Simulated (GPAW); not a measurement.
Consider KZnF3 (Pm-3m).

```xyz
5
Lattice="4.0500 0.0000 0.0000 0.0000 4.0500 0.0000 0.0000 0.0000 4.0500" Properties=species:S:1:pos:R:3 pbc="T T T"
Zn    2.0250    2.0250    2.0250
K     0.0000    0.0000    0.0000
F     2.0250    0.0000    2.0250
F     0.0000    2.0250    2.0250
F     2.0250    2.0250    0.0000
```

Absorber: atom 1, with 6 F at 2.02 Å (octahedral, site symmetry m-3m). Method: GPAW, PBE, full core hole (charged cell), 10-atom cell with 5.7 Å between holes, 5×5×5 k points, dipole transitions, Gaussian full width 1.67 eV up to 4 eV, rising linearly to 3.5 eV at 25 eV.

Q: Predict the near-edge structure at the Zn K edge.

Main maxima up to 30 eV above the zero (height): 6.8 eV (2.12), 10.4 eV (2.71), 19.4 eV (0.88) and 24.8 eV (0.96). A K edge sees empty p states on the absorber. The total-energy difference plus the lowest empty eigenvalue puts the zero at 9690.95 eV. One term is added: -30.96 eV, since the hole is spin-paired here and a spin-polarised one costs that much less in the free atom (computed apart). The photon energy is then 9659.99 eV. The tabulated edge of the element is 9659 eV. The functional and the charged cell's background leave an error of a few eV in such absolute values.

The Zn K spectrum (energy from the lowest empty level; intensity scaled to a mean of 1 over the first 20 eV):

| E (eV) | intensity |
| --- | --- |
| -2.0 | 0.00 |
| -1.0 | 0.00 |
| 0.0 | 0.00 |
| 1.0 | 0.02 |
| 2.0 | 0.02 |
| 3.0 | 0.09 |
| 4.0 | 0.39 |
| 5.0 | 0.66 |
| 6.0 | 1.59 |
| 7.0 | 2.09 |
| 8.0 | 1.64 |
| 9.0 | 1.96 |
| 10.0 | 2.65 |
| 11.0 | 2.46 |
| 12.0 | 1.67 |
| 13.0 | 0.94 |
| 14.0 | 0.60 |
| 15.0 | 0.45 |
| 16.0 | 0.32 |
| 17.0 | 0.39 |
| 18.0 | 0.65 |
| 19.0 | 0.87 |
| 20.0 | 0.82 |
| 21.0 | 0.64 |
| 22.0 | 0.57 |
| 23.0 | 0.69 |
| 24.0 | 0.89 |
| 25.0 | 0.95 |
| 26.0 | 0.81 |
| 27.0 | 0.58 |
| 28.0 | 0.41 |
| 29.0 | 0.35 |
| 30.0 | 0.34 |
| 31.0 | 0.38 |
| 32.0 | 0.45 |

The script folds with a Gaussian, whereas the core hole's own line is a Lorentzian, so the onset is too steep and the first peak too high. The holes are only 5.7 Å apart, so the shape is probably not converged with cell size; no larger cell was run here. The mesh is coarse (0.31 Å⁻¹ between points), so small maxima may be mesh ripples. The structure is a published determination, not relaxed.

[Banner, clock and machine lines of the logs are left out without a mark of their own.]

[Logs are printed without paths, hosts, clocks, repeated set-up lines and the standing remarks that a program may print on its own settings, such as how far it seeks lower states.]

[Hosts, paths, dates, database ids (printed as entryN), source tags and the programs' standing remarks are cut or masked in the printed files.]

[Lists of maxima count a maximum above −3 eV only where it reaches 4 % of the highest in the window and stands out from its surroundings by 2 % of it (1.5 % where it reaches 55 %); shoulders and weaker maxima are passed over, and of the rest the first, up to two pre-edge ones and the few strongest are named.]
